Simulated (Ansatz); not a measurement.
# Th3P4 (I-43d): phonons and vibrational spectra

Wanted: phonon frequencies of Th3P4 (I-43d) and what follows from them.

Calculated with Ansatz 0.2.0; DFT PBEsol, scalar-relativistic, plane waves, PAW.

The database entry behind the starting cell is an old determination (1939), so it need not match the best structure at ambient conditions.

## Step 1: Starting point

It takes space group I-43d (No. 220, cubic). Conventional cell: a = 8.600 Å, b = 8.600 Å, c = 8.600 Å, α = 90.00°, β = 90.00°, γ = 90.00°. Nearest to Th lie 8 P at 2.97 to 2.98 Å. P has 6 Th at 2.97 to 2.98 Å nearest. Farther neighbours are not listed.

## Step 2: Bringing the structure to rest

The volume is held at the value of the starting cell, while the atoms and the shape relax as far as symmetry allows.

input.yaml reads:

```yaml
crystal:
  lattice:
    - [-4.3, 4.3, 4.3]
    - [4.3, -4.3, 4.3]
    - [4.3, 4.3, -4.3]
  atoms:
    - { symbol: Th, position: [0.25, 0.625, 0.375] }
    - { symbol: Th, position: [0.375, 0.25, 0.625] }
    - { symbol: Th, position: [0.75, 0.875, 0.125] }
    - { symbol: Th, position: [0.125, 0.75, 0.875] }
    - { symbol: Th, position: [0.625, 0.375, 0.25] }
    - { symbol: Th, position: [0.875, 0.125, 0.75] }
    - { symbol: P, position: [0.166, 0.166, 0.166] }
    - { symbol: P, position: [0.834, 0.5, 0.0] }
    - { symbol: P, position: [0.5, 0.0, 0.334] }
    - { symbol: P, position: [0.0, 0.834, 0.5] }
    - { symbol: P, position: [0.334, 0.5, 0.0] }
    - { symbol: P, position: [0.666, 0.666, 0.666] }
    - { symbol: P, position: [0.0, 0.334, 0.5] }
    - { symbol: P, position: [0.5, 0.0, 0.834] }
kpoints:
  mp_grid: { grid: [6, 6, 6] }
hamiltonian:
  xc: pbesol
scf:
  occupations: { method: gaussian, width: 0.01 }
output:
  forces: true
  stress: true
  eigenvalues: true
relax:
  adjacent_minimum: "off"
  f_tol: 0.005
  max_steps: 80
```

On the command line:

```sh
> ansatz run input.yaml --threads 5 --pin off --max-ram 40960MiB --backend cuda --events-out ev --progress --plain --runs-dir out
```

Numbers of over 12 decimals in the logs are rounded to 6 here.

Output:

```text
Warning: output.stress: scf.convergence.dr2_threshold = 2.5e-8 eV (the default of a walk held to its f_tol) is looser than the 1.4e-9 eV advised for a printed stress (1e-10 eV for each atom of the cell: 14). What an SCF threshold leaves in a stress goes as its square root, and in the free energy as the threshold itself, and one threshold admits the most on a small cell: [figures from the program's tests cut] Every so [...]
Engine: ansatz 0.2.0, x86_64-unknown-linux-gnu
Pseudopotentials: kind: paw
Pseudopotential: Th, paw, valence charge 12, recommended cutoff 420 eV (normal), Th.paw.azcp
Pseudopotential: P, paw, valence charge 5, recommended cutoff 420 eV (normal), P.paw.azcp
Functional definition: PBEsol
  exchange = pbesol_x
  correlation = pbesol_c
concurrent solve slots: 4 of 5 are kept, ahead of what memory takes: no pass of the eigensolver takes more rounds on 4
device memory: the entry about to start is reckoned to put 7.9 GiB on a device that reports 67.2 GiB free
GPU FFT provider: cuFFT
GPU libraries: cuBLAS 13.8.2, cuFFT 12.4.0, cuSOLVER 12.3.4
Crystal: 14 atoms, lattice volume = 318.028 Å³
Basis set: ecut = 420 eV, 6339 PW (Γ), exchange–correlation on 100×100×100 points (8 copies of the dense FFT grid, shifted against one another)
Bands: 70, of which v1, the nominal top of the filled ones, is band 56 counted from 1 (55 counted from 0)
Symmetry: 24 space group operations
Space group: I-43d (ITA 220), of the structure as read, at distance tolerance 6.8e-5 Å
k-points: 16 of 216 (time reversal used)
Non-local potential: Th, projectors of the file, l = 0: 3, l = 1: 2, l = 2: 2, l = 3: 3
Non-local potential: P, projectors of the file, l = 0: 2, l = 1: 2, l = 2: 2
PAW form: soft (Blöchl's): semilocal exchange-correlation on the pseudo side does not see the compensation charge
PAW frozen core: Th, regenerated for the run's functional, and the local potential with it (the file was generated under x = pbe(κ = 0.804, μ = 0.219515), c = pbe(β = 0.066725))
PAW frozen core: P, regenerated for the run's functional, and the local potential with it (the file was generated under x = pbe(κ = 0.804, μ = 0.219515), c = pbe(β = 0.066725))
PAW one-centre angular grid: Th, 590 points (default); XC on 64 Gauss nodes
PAW one-centre angular grid: P, 110 points (default); XC on 64 Gauss nodes
Initial density: superposition of atomic densities (neutral atoms: chi_scale 0, normalization atom), corrected by the library's trained network
Initial wavefunctions: pseudopotential atomic-orbital guess
GPU buffer pool allocated for 125000 grid points (all kernels)
GPU transforms: local potential and band sums: pruned to the plane-wave sphere, on 50×50×50
Functional: x = pbesol(κ = 0.804, μ = 0.123457), c = pbesol(β = 0.046)
SCF iter   1: F=—  HF=-84277.515471 eV  |F-HF|=—  |Δ(HF+E_count)|=         —  Δρ=6.66e-3  dr2=8.34e-2  ethr=1.77e-3  ⟨swp⟩=7.8  Hψ=5358  notcnv=0  defer=8
preconditioner: auto → Resta (q_TF=auto, 2.293 Å⁻¹)  ε∞=5.1  [insulator: Δε(μ)=0.104 eV  Ē_g=10.345 eV  σ=0.010 eV  W_gap=1.00  n_scr=54 (ndim 8)  ℏωp=20.8 eV  f_vac=0.000  D(μ)=0.00/eV (n_scr^D=0)  ε∞_Penn≈5.1]
SCF iter   2: F=—  HF=-84277.504153 eV  |F-HF|=—  |Δ(HF+E_count)|=   1.13e-2  Δρ=3.46e-3  dr2=1.66e-2  ethr=7.44e-5  ⟨swp⟩=3.4  Hψ=2064  notcnv=0  defer=144
SCF iter   3: F=—  HF=-84277.507010 eV  |F-HF|=—  |Δ(HF+E_count)|=   2.86e-3  Δρ=7.27e-4  dr2=9.20e-4  ethr=1.48e-5  ⟨swp⟩=3.1  Hψ=1926  notcnv=0  defer=144
SCF iter   4: F=—  HF=-84277.506860 eV  |F-HF|=—  |Δ(HF+E_count)|=   1.50e-4  Δρ=9.07e-5  dr2=1.88e-5  ethr=8.21e-7  ⟨swp⟩=2.0  Hψ=1346  notcnv=0  defer=144
SCF iter   5: F=—  HF=-84277.506924 eV  |F-HF|=—  |Δ(HF+E_count)|=   6.36e-5  Δρ=1.26e-5  dr2=5.60e-7  ethr=1.68e-8  ⟨swp⟩=2.3  Hψ=1714  notcnv=0  defer=144
SCF iter   6: F=-84277.506924 eV  HF=-84277.506924 eV  |F-HF|=5.08e-9  |Δ(HF+E_count)|=   2.70e-8  Δρ=2.33e-6  dr2=2.22e-8  ethr=5.00e-10  ⟨swp⟩=16.6  Hψ=6039  notcnv=0
SCF 1 converged in 6 iterations: F = -84277.506924 eV  dr2 = 2.22e-8
  greatest PAW one-centre occupation: 0.979 electrons in one spin orbital (limit 2), on the Th atom at site 5 (counted from 0), in its partial waves of l = 0
relax step   1: F+E_penalty+E_count = -84277.50692369 eV  Δ(F+E_penalty+E_count) = +0.000e0 eV  max|allowed force component| = 1.702e-1 eV/Å  Δτ_max = 0.0000 Å  (6 SCF iters, dr2 threshold 6.25e-7 eV, accepted)
concurrent solve slots: 4 of 5 are kept, ahead of what memory takes: no pass of the eigensolver takes more rounds on 4
device memory: the entry about to start is reckoned to put 7.8 GiB (of the 7.9 GiB reckoned in all, the device holds 0.1 GiB already) on a device that reports 64.3 GiB free
GPU FFT provider: cuFFT
GPU libraries: cuBLAS 13.8.2, cuFFT 12.4.0, cuSOLVER 12.3.4
Initial density: handed on by an earlier stage of this run
Initial wavefunctions: those handed on with the density
GPU buffer pool allocated for 125000 grid points (all kernels)
GPU transforms: local potential and band sums: pruned to the plane-wave sphere, on 50×50×50
iter 1 solved again at ethr=1.38e-4 eV; its pass at ethr=3.10e-3 eV (dr2=1.54e-1 eV) is discarded
SCF iter   1: F=—  HF=-84277.566151 eV  |F-HF|=—  |Δ(HF+E_count)|=         —  Δρ=5.22e-3  dr2=1.56e-1  ethr=1.38e-4  ⟨swp⟩=2.3  Hψ=3483  notcnv=0  defer=143
preconditioner: auto → Resta (q_TF=auto, 2.293 Å⁻¹)  ε∞=5.0  [insulator: Δε(μ)=0.159 eV  Ē_g=10.371 eV  σ=0.010 eV  W_gap=1.00  n_scr=54 (ndim 8)  ℏωp=20.8 eV  f_vac=0.000  D(μ)=0.00/eV (n_scr^D=0)  ε∞_Penn≈5.0]
SCF iter   2: F=—  HF=-84277.527902 eV  |F-HF|=—  |Δ(HF+E_count)|=   3.82e-2  Δρ=2.88e-3  dr2=4.03e-2  ethr=1.38e-4  ⟨swp⟩=2.2  Hψ=1474  notcnv=0  defer=143
SCF iter   3: F=—  HF=-84277.516586 eV  |F-HF|=—  |Δ(HF+E_count)|=   1.13e-2  Δρ=4.37e-4  dr2=3.99e-4  ethr=3.59e-5  ⟨swp⟩=2.5  Hψ=1534  notcnv=0  defer=143
SCF iter   4: F=—  HF=-84277.516659 eV  |F-HF|=—  |Δ(HF+E_count)|=   7.36e-5  Δρ=7.63e-5  dr2=3.51e-5  ethr=3.57e-7  ⟨swp⟩=2.1  Hψ=1555  notcnv=0  defer=143
SCF iter   5: F=-84277.516652 eV  HF=-84277.516652 eV  |F-HF|=4.23e-8  |Δ(HF+E_count)|=   7.23e-6  Δρ=1.89e-5  dr2=7.07e-7  ethr=1.62e-9  ⟨swp⟩=20.9  Hψ=8040  notcnv=0
SCF 2 converged in 5 iterations: F = -84277.516652 eV  dr2 = 7.07e-7
relax step   2: F+E_penalty+E_count = -84277.51665194 eV  Δ(F+E_penalty+E_count) = -9.728e-3 eV  max|allowed force component| = 1.476e-1 eV/Å  Δτ_max = 0.0954 Å  (5 SCF iters, dr2 threshold 1.81e-6 eV, accepted)
concurrent solve slots: 4 of 5 are kept, ahead of what memory takes: no pass of the eigensolver takes more rounds on 4
device memory: the entry about to start is reckoned to put 7.8 GiB (of the 7.9 GiB reckoned in all, the device holds 0.1 GiB already) on a device that reports 62.2 GiB free
GPU FFT provider: cuFFT
GPU libraries: cuBLAS 13.8.2, cuFFT 12.4.0, cuSOLVER 12.3.4
GPU buffer pool allocated for 125000 grid points (all kernels)
GPU transforms: local potential and band sums: pruned to the plane-wave sphere, on 50×50×50
SCF iter   1: F=—  HF=-84277.575351 eV  |F-HF|=—  |Δ(HF+E_count)|=         —  Δρ=2.42e-3  dr2=3.37e-2  ethr=2.92e-4  ⟨swp⟩=4.1  Hψ=2668  notcnv=0  defer=143
preconditioner: auto → Resta (q_TF=auto, 2.293 Å⁻¹)  ε∞=5.0  [insulator: Δε(μ)=0.171 eV  Ē_g=10.368 eV  σ=0.010 eV  W_gap=1.00  n_scr=54 (ndim 8)  ℏωp=20.8 eV  f_vac=0.000  D(μ)=0.00/eV (n_scr^D=0)  ε∞_Penn≈5.0]
SCF iter   2: F=—  HF=-84277.567292 eV  |F-HF|=—  |Δ(HF+E_count)|=   8.06e-3  Δρ=1.33e-3  dr2=8.54e-3  ethr=3.01e-5  ⟨swp⟩=3.0  Hψ=1829  notcnv=0  defer=143
SCF iter   3: F=—  HF=-84277.564462 eV  |F-HF|=—  |Δ(HF+E_count)|=   2.83e-3  Δρ=2.18e-4  dr2=1.21e-4  ethr=7.63e-6  ⟨swp⟩=2.0  Hψ=1450  notcnv=0  defer=143
SCF iter   4: F=—  HF=-84277.564258 eV  |F-HF|=—  |Δ(HF+E_count)|=   2.04e-4  Δρ=5.64e-5  dr2=1.58e-5  ethr=1.08e-7  ⟨swp⟩=2.0  Hψ=1489  notcnv=0  defer=143
SCF iter   5: F=-84277.564255 eV  HF=-84277.564255 eV  |F-HF|=4.70e-8  |Δ(HF+E_count)|=   3.04e-6  Δρ=8.86e-6  dr2=1.16e-7  ethr=1.22e-9  ⟨swp⟩=18.4  Hψ=6939  notcnv=0
SCF 3 converged in 5 iterations: F = -84277.564255 eV  dr2 = 1.16e-7
  greatest PAW one-centre occupation: 0.979 electrons in one spin orbital (limit 2), on the Th atom at site 2 (counted from 0), in its partial waves of l = 0
relax step   3: F+E_penalty+E_count = -84277.56425464 eV  Δ(F+E_penalty+E_count) = -4.760e-2 eV  max|allowed force component| = 7.825e-3 eV/Å  Δτ_max = 0.0437 Å  (5 SCF iters, dr2 threshold 1.36e-6 eV, accepted)
concurrent solve slots: 4 of 5 are kept, ahead of what memory takes: no pass of the eigensolver takes more rounds on 4
device memory: the entry about to start is reckoned to put 7.8 GiB (of the 7.9 GiB reckoned in all, the device holds 0.1 GiB already) on a device that reports 62.1 GiB free
GPU FFT provider: cuFFT
GPU libraries: cuBLAS 13.8.2, cuFFT 12.4.0, cuSOLVER 12.3.4
GPU buffer pool allocated for 125000 grid points (all kernels)
GPU transforms: local potential and band sums: pruned to the plane-wave sphere, on 50×50×50
SCF iter   1: F=—  HF=-84277.565099 eV  |F-HF|=—  |Δ(HF+E_count)|=         —  Δρ=1.35e-4  dr2=1.04e-4  ethr=9.53e-7  ⟨swp⟩=3.0  Hψ=2245  notcnv=0  defer=143
preconditioner: auto → Resta (q_TF=auto, 2.293 Å⁻¹)  ε∞=5.0  [insulator: Δε(μ)=0.168 eV  Ē_g=10.363 eV  σ=0.010 eV  W_gap=1.00  n_scr=54 (ndim 8)  ℏωp=20.8 eV  f_vac=0.000  D(μ)=0.00/eV (n_scr^D=0)  ε∞_Penn≈5.0]
SCF iter   2: F=—  HF=-84277.565077 eV  |F-HF|=—  |Δ(HF+E_count)|=   2.23e-5  Δρ=7.39e-5  dr2=2.70e-5  ethr=9.27e-8  ⟨swp⟩=2.0  Hψ=1708  notcnv=0  defer=143
SCF iter   3: F=—  HF=-84277.565086 eV  |F-HF|=—  |Δ(HF+E_count)|=   8.72e-6  Δρ=1.18e-5  dr2=2.96e-7  ethr=2.41e-8  ⟨swp⟩=2.1  Hψ=1399  notcnv=0  defer=143
SCF iter   4: F=—  HF=-84277.564382 eV  |F-HF|=—  |Δ(HF+E_count)|=   7.03e-4  Δρ=2.39e-6  dr2=3.50e-8  ethr=2.23e-11  ⟨swp⟩=13.5  Hψ=5793  notcnv=0
SCF iter   5: F=-84277.564382 eV  HF=-84277.564382 eV  |F-HF|=2.91e-11  |Δ(HF+E_count)|=   9.07e-9  Δρ=4.83e-7  dr2=4.35e-10  ethr=2.23e-11  ⟨swp⟩=4.1  Hψ=3493  notcnv=0
SCF 4 converged in 5 iterations: F = -84277.564382 eV  dr2 = 4.35e-10
relax step   4: F+E_penalty+E_count = -84277.56438244 eV  Δ(F+E_penalty+E_count) = -1.278e-4 eV  max|allowed force component| = 3.410e-4 eV/Å  Δτ_max = 0.0025 Å  (5 SCF iters, accepted)
SCF converged after 5 iterations
Free energy (F): -84277.564382 eV
Harris-Foulkes:  -84277.564382 eV  (|F-HF|=2.91e-11)
Internal energy: -84277.564382 eV  (E = F + TS)
E sigma→0 (E₀):  -84277.564382 eV
Fermi energy:    12.642704 eV
--- Per-component energies (eV) ---
  E_band       = 83.518642
  E_kinetic    = 1921.839743
  E_local      = -2303.610745  (includes V_loc(G=0)·N_el)
  E_nonlocal   = 1232.147494
  E_hartree    = 572.134773
  E_xc         = -2813.812100
  E_vxc        = -1564.931976  (∫ρ·V_xc dr)
  E_paw        = -75675.970665  (= ΣΔE_a)
  E_vpaw       = -346.195685  (= ΣTr[D̂ρ^β])
  E_aug_tail   = 0.000020  (compensation charges beyond the density's cutoff)
  E_ewald      = -7211.485643
  E_core_change = 1.192740  (= ΣΔE_core)
  E_smearing   = -0.000000  (= −TS)
  E_closure    = 0.000000  (closes the sum)
  Σ components = -84277.564382   (vs F -84277.564382, Δ=0.00e0)
--- Forces (eV/Å), atoms counted from 1 ---
  atom   1  Th     0.00000000     0.00000000    -0.00000000
  atom   2  Th     0.00000000    -0.00000000     0.00000000
  atom   3  Th     0.00000000     0.00000000    -0.00000000
  atom   4  Th    -0.00000000     0.00000000    -0.00000000
  atom   5  Th     0.00000000    -0.00000000     0.00000000
  atom   6  Th     0.00000000     0.00000000    -0.00000000
  atom   7  P     -0.00034101    -0.00034101    -0.00034101
  atom   8  P     -0.00034101     0.00034101     0.00034101
  atom   9  P      0.00034101     0.00034101    -0.00034101
  atom  10  P      0.00034101    -0.00034101     0.00034101
  atom  11  P     -0.00034101     0.00034101     0.00034101
  atom  12  P     -0.00034101    -0.00034101    -0.00034101
  atom  13  P      0.00034101    -0.00034101     0.00034101
  atom  14  P      0.00034101     0.00034101    -0.00034101
  max |Σ_I F_I| component: 1.64e-16 eV/Å
--- Stress (GPa, compression-positive) ---
       -1.982341       0.000000       0.000000
        0.000000      -1.982341       0.000000
        0.000000       0.000000      -1.982341
  P = ⅓ Tr σ = -1.9823 GPa (-19.823 kbar)
--- Band table (eV; the first three rows and the last of 16) ---
  k-point 0: bands = [... 52 lower, 11.9665, 12.2985, 12.2985, 12.2985, 12.7262, 12.7262, 13.4005, 13.4005, ... 10 higher]
  k-point 1: bands = [... 52 lower, 11.9397, 12.1648, 12.2037, 12.4427, 12.9985, 13.0785, 13.3691, 13.4254, ... 10 higher]
  k-point 2: bands = [... 52 lower, 11.7991, 11.8374, 12.0966, 12.4941, 13.2805, 13.4940, 13.6478, 13.7766, ... 10 higher]
  k-point 15: bands = [... 52 lower, 12.5566, 12.5566, 12.5566, 12.5566, 14.1754, 14.1754, 14.1754, 14.1754, ... 10 higher]
--- Relaxed structure (4 steps of the walk, 4 accepted, 0 SCFs on fresh bases) ---
  F+E_penalty+E_count = -84277.56438244 eV   max|allowed force component| = 3.410e-4 eV/Å
  atoms:
    - { symbol: Th, position: [0.250000, 0.625, 0.375000] }
    - { symbol: Th, position: [0.375000, 0.250000, 0.625] }
    - { symbol: Th, position: [0.750000, 0.875000, 0.125000] }
    - { symbol: Th, position: [0.125000, 0.750000, 0.875000] }
    - { symbol: Th, position: [0.625, 0.375000, 0.250000] }
    - { symbol: Th, position: [0.875000, 0.125000, 0.750000] }
    - { symbol: P, position: [0.159394, 0.159394, 0.159394] }
    - { symbol: P, position: [0.840606, 0.5, 0.0] }
    - { symbol: P, position: [0.5, 0.0, 0.340606] }
    - { symbol: P, position: [0.0, 0.840606, 0.5] }
    - { symbol: P, position: [0.340606, 0.5, 0.0] }
    - { symbol: P, position: [0.659394, 0.659394, 0.659394] }
    - { symbol: P, position: [0.0, 0.340606, 0.5] }
    - { symbol: P, position: [0.5, 0.0, 0.840606] }
```

Elapsed: 8 s, on 1 × NVIDIA H100 80GB HBM3 with 5 threads of AMD EPYC 7R13 (Zen 3), shared host; peak memory 1.1 GiB.

Step by step:

```csv
step,energy less that of the first step (eV),largest force component (eV/Å)
1,0.0000,0.1702
2,-0.0097,0.1476
3,-0.0573,0.0078
4,-0.0575,0.0003
```

The run keeps the 24 symmetry operations that it works with, so distortions that break them were not tested.

The atoms that moved most (Å):

```csv
atom,dx,dy,dz,length
P8,-0.028,0.028,0.028,0.049
P14,0.028,0.028,-0.028,0.049
P12,-0.028,-0.028,-0.028,0.049
P10,0.028,-0.028,0.028,0.049
P7,-0.028,-0.028,-0.028,0.049
P9,0.028,0.028,-0.028,0.049
P13,0.028,-0.028,0.028,0.049
P11,-0.028,0.028,0.028,0.049
```

This step gave:

```
pressure           : -1.982 GPa
gap on the k-mesh  : 0.1681 eV
volume per atom    : 22.72 Å³
direct gap on mesh : 0.4277 eV
```

The relaxation ends 4.1 meV an atom lower, with a largest force component of 3.4e-4 eV/Å.

## Step 3: Tight relaxation

At the same fixed volume the relaxation is repeated with tight tolerances, on the k mesh and occupations of the phonon run that follows.

input.yaml reads:

```yaml
crystal:
  lattice:
    - [-4.3, 4.3, 4.3]
    - [4.3, -4.3, 4.3]
    - [4.3, 4.3, -4.3]
  atoms:
    - { symbol: Th, position: [0.25, 0.625, 0.375] }
    - { symbol: Th, position: [0.375, 0.25, 0.625] }
    - { symbol: Th, position: [0.75, 0.875, 0.125] }
    - { symbol: Th, position: [0.125, 0.75, 0.875] }
    - { symbol: Th, position: [0.625, 0.375, 0.25] }
    - { symbol: Th, position: [0.875, 0.125, 0.75] }
    - { symbol: P, position: [0.1593944175, 0.1593944175, 0.1593944175] }
    - { symbol: P, position: [0.8406055825, 0.5, 0.0] }
    - { symbol: P, position: [0.5, 0.0, 0.3406055825] }
    - { symbol: P, position: [0.0, 0.8406055825, 0.5] }
    - { symbol: P, position: [0.3406055825, 0.5, 0.0] }
    - { symbol: P, position: [0.6593944175, 0.6593944175, 0.6593944175] }
    - { symbol: P, position: [0.0, 0.3406055825, 0.5] }
    - { symbol: P, position: [0.5, 0.0, 0.8406055825] }
kpoints:
  mp_grid: { grid: [6, 6, 6] }
hamiltonian:
  xc: pbesol
scf:
  occupations: { method: gaussian, width: 0.01 }
output:
  forces: true
  stress: true
  eigenvalues: true
relax:
  adjacent_minimum: "off"
  f_tol: 0.001
  max_steps: 60
```

Output:

```text
[...]
GPU FFT provider: cuFFT
GPU libraries: cuBLAS 13.8.2, cuFFT 12.4.0, cuSOLVER 12.3.4
Crystal: 14 atoms, lattice volume = 318.028 Å³
Basis set: ecut = 420 eV, 6339 PW (Γ), exchange–correlation on 100×100×100 points (8 copies of the dense FFT grid, shifted against one another)
Bands: 70, of which v1, the nominal top of the filled ones, is band 56 counted from 1 (55 counted from 0)
[...]
- { symbol: P, position: [0.1593944175, 0.1593944175, 0.1593944175] }
    - { symbol: P, position: [0.840606, 0.5, 0.0] }
    - { symbol: P, position: [0.5, 0.0, 0.340606] }
    - { symbol: P, position: [0.0, 0.840606, 0.5] }
    - { symbol: P, position: [0.340606, 0.5, 0.0] }
    - { symbol: P, position: [0.6593944175, 0.6593944175, 0.6593944175] }
    - { symbol: P, position: [0.0, 0.340606, 0.5] }
    - { symbol: P, position: [0.5, 0.0, 0.840606] }
[key lines of the parts left out:]
SCF converged after 3 iterations
Free energy (F): -84277.564382 eV
Fermi energy:    12.642704 eV
P = ⅓ Tr σ = -1.9823 GPa (-19.823 kbar)
```

It took 3.6 s on 1 × NVIDIA H100 80GB HBM3 with 5 threads; peak memory 1.1 GiB.

Hardly anything moved in the relaxation; the energy changed by under 0.2 meV an atom.

The largest force component left is 0.34 meV/Å. The volume is held at 22.72 Å³/atom, so a pressure of -1.98 GPa remains at this level.

(Part 1 of 3 ends here.)

[Logs are printed without paths, hosts, clocks, repeated set-up lines and the standing remarks that a program may print on its own settings, such as how far it seeks lower states.]

[Hosts, paths, dates, database ids (printed as entryN), source tags and the programs' standing remarks are cut or masked in the printed files.]
